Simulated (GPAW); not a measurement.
Consider BaNi2P4 (I4/mmm).

```
Ba Ni P
1.0
    -3.26569    3.26569    2.88243
     3.26569   -3.26569    2.88243
     3.26569    3.26569   -2.88243
Ba Ni P
1 2 4
Direct
  0.00000 0.00000 0.00000
  0.75000 0.25000 0.50000
  0.25000 0.75000 0.50000
  0.25715 0.50000 0.75715
  0.50000 0.25715 0.75715
  0.50000 0.74285 0.24285
  0.74285 0.50000 0.24285
```

Absorber: atom 2, with 4 P at 2.21 Å (distorted tetrahedral, site symmetry -4m2). Method: GPAW, LDA, excited-electron core hole (neutral cell), 7-atom cell with 5.4 Å between holes, 6×6×6 k points, dipole transitions, Gaussian full width 1.44 eV up to 4 eV, rising linearly to 3.5 eV at 25 eV.

Where do the maxima of the Ni K edge fall?

Main maxima up to 30 eV above the zero (height): 7.4 eV (1.20), 10.9 eV (1.28), 18.6 eV (1.27) and 28.9 eV (1.29). A K edge sees empty p states, which here mix into the lowest empty bands, so that weight starts at the zero. The total-energy difference is 8312.18 eV. The tabulated edge of the element is 8333 eV. The functional leaves an error in such absolute values: in the free atom LDA prices this hole 17.6 eV below PBE (computed apart), and PBE is itself good to a few eV.

The Ni K spectrum (energy from the lowest empty level; intensity scaled to a mean of 1 over the first 20 eV; polarised curves are means over the symmetry-equivalent atoms):

| E (eV) | isotropic | ε ⊥ c | ε ∥ c |
| --- | --- | --- | --- |
| -2.0 | 0.00 | 0.00 | 0.00 |
| -1.5 | 0.00 | 0.00 | 0.00 |
| -1.0 | 0.02 | 0.02 | 0.02 |
| -0.5 | 0.07 | 0.07 | 0.07 |
| 0.0 | 0.15 | 0.14 | 0.15 |
| 0.5 | 0.22 | 0.21 | 0.26 |
| 1.0 | 0.27 | 0.23 | 0.37 |
| 1.5 | 0.30 | 0.24 | 0.43 |
| 2.0 | 0.38 | 0.31 | 0.50 |
| 2.5 | 0.53 | 0.46 | 0.66 |
| 3.0 | 0.67 | 0.60 | 0.80 |
| 3.5 | 0.73 | 0.64 | 0.90 |
| 4.0 | 0.75 | 0.63 | 1.01 |
| 4.5 | 0.78 | 0.62 | 1.09 |
| 5.0 | 0.81 | 0.67 | 1.09 |
| 5.5 | 0.88 | 0.78 | 1.08 |
| 6.0 | 1.00 | 0.95 | 1.08 |
| 6.5 | 1.12 | 1.15 | 1.06 |
| 7.0 | 1.19 | 1.29 | 0.99 |
| 7.5 | 1.20 | 1.35 | 0.91 |
| 8.0 | 1.18 | 1.32 | 0.90 |
| 8.5 | 1.16 | 1.25 | 0.98 |
| 9.0 | 1.17 | 1.20 | 1.11 |
| 9.5 | 1.20 | 1.20 | 1.22 |
| 10.0 | 1.24 | 1.23 | 1.27 |
| 10.5 | 1.27 | 1.28 | 1.27 |
| 11.0 | 1.28 | 1.30 | 1.24 |
| 11.5 | 1.27 | 1.31 | 1.20 |
| 12.0 | 1.25 | 1.29 | 1.18 |
| 12.5 | 1.23 | 1.25 | 1.18 |
| 13.0 | 1.18 | 1.20 | 1.14 |
| 13.5 | 1.11 | 1.13 | 1.07 |
| 14.0 | 1.04 | 1.06 | 1.00 |
| 14.5 | 1.01 | 1.02 | 0.98 |
| 15.0 | 1.01 | 1.02 | 1.00 |
| 15.5 | 1.05 | 1.05 | 1.04 |
| 16.0 | 1.10 | 1.11 | 1.06 |
| 16.5 | 1.15 | 1.19 | 1.07 |
| 17.0 | 1.20 | 1.26 | 1.07 |
| 17.5 | 1.24 | 1.32 | 1.07 |
| 18.0 | 1.26 | 1.35 | 1.08 |
| 18.5 | 1.27 | 1.36 | 1.10 |
| 19.0 | 1.27 | 1.35 | 1.12 |
| 19.5 | 1.26 | 1.33 | 1.13 |
| 20.0 | 1.25 | 1.30 | 1.15 |
| 20.5 | 1.25 | 1.29 | 1.18 |
| 21.0 | 1.25 | 1.27 | 1.21 |
| 21.5 | 1.25 | 1.25 | 1.24 |
| 22.0 | 1.24 | 1.23 | 1.28 |
| 22.5 | 1.23 | 1.20 | 1.30 |
| 23.0 | 1.22 | 1.18 | 1.31 |
| 23.5 | 1.20 | 1.15 | 1.31 |
| 24.0 | 1.18 | 1.13 | 1.29 |
| 24.5 | 1.17 | 1.12 | 1.27 |
| 25.0 | 1.15 | 1.11 | 1.25 |
| 25.5 | 1.15 | 1.11 | 1.25 |
| 26.0 | 1.16 | 1.11 | 1.27 |
| 26.5 | 1.19 | 1.12 | 1.32 |
| 27.0 | 1.21 | 1.13 | 1.39 |
| 27.5 | 1.24 | 1.14 | 1.46 |
| 28.0 | 1.27 | 1.14 | 1.52 |
| 28.5 | 1.28 | 1.15 | 1.55 |
| 29.0 | 1.29 | 1.15 | 1.55 |
| 29.5 | 1.28 | 1.16 | 1.52 |
| 30.0 | 1.27 | 1.16 | 1.48 |
| 30.5 | 1.25 | 1.16 | 1.42 |
| 31.0 | 1.23 | 1.17 | 1.36 |
| 31.5 | 1.21 | 1.17 | 1.30 |
| 32.0 | 1.20 | 1.18 | 1.24 |

The hole lies in one spin channel, while the script sums the empty states of both and takes the lower zero; where the two channels are split, this blurs and shifts the curve. Quadrupole 1s→3d transitions, which feed the pre-edge, are not in the dipole spectrum. The starting moments shrank to 0.00 μB or less, so this is hardly a magnetic state. The holes are only 5.4 Å apart, so the shape is probably not converged with cell size; no larger cell was run here. Lifetime broadening is put in by hand, and intensities beyond about 20 eV depend on it and on the partial waves. The structure is a computed Materials Project entry and may be a hypothetical form.

[Banner, clock and machine lines of the logs are left out without a mark of their own.]

[Logs are printed without paths, hosts, clocks, repeated set-up lines and the standing remarks that a program may print on its own settings, such as how far it seeks lower states.]

[Hosts, paths, dates, database ids (printed as entryN), source tags and the programs' standing remarks are cut or masked in the printed files.]

[Lists of maxima count a maximum above −3 eV only where it reaches 4 % of the highest in the window and stands out from its surroundings by 2 % of it (1.5 % where it reaches 55 %); shoulders and weaker maxima are passed over, and of the rest the first, up to two pre-edge ones and the few strongest are named.]
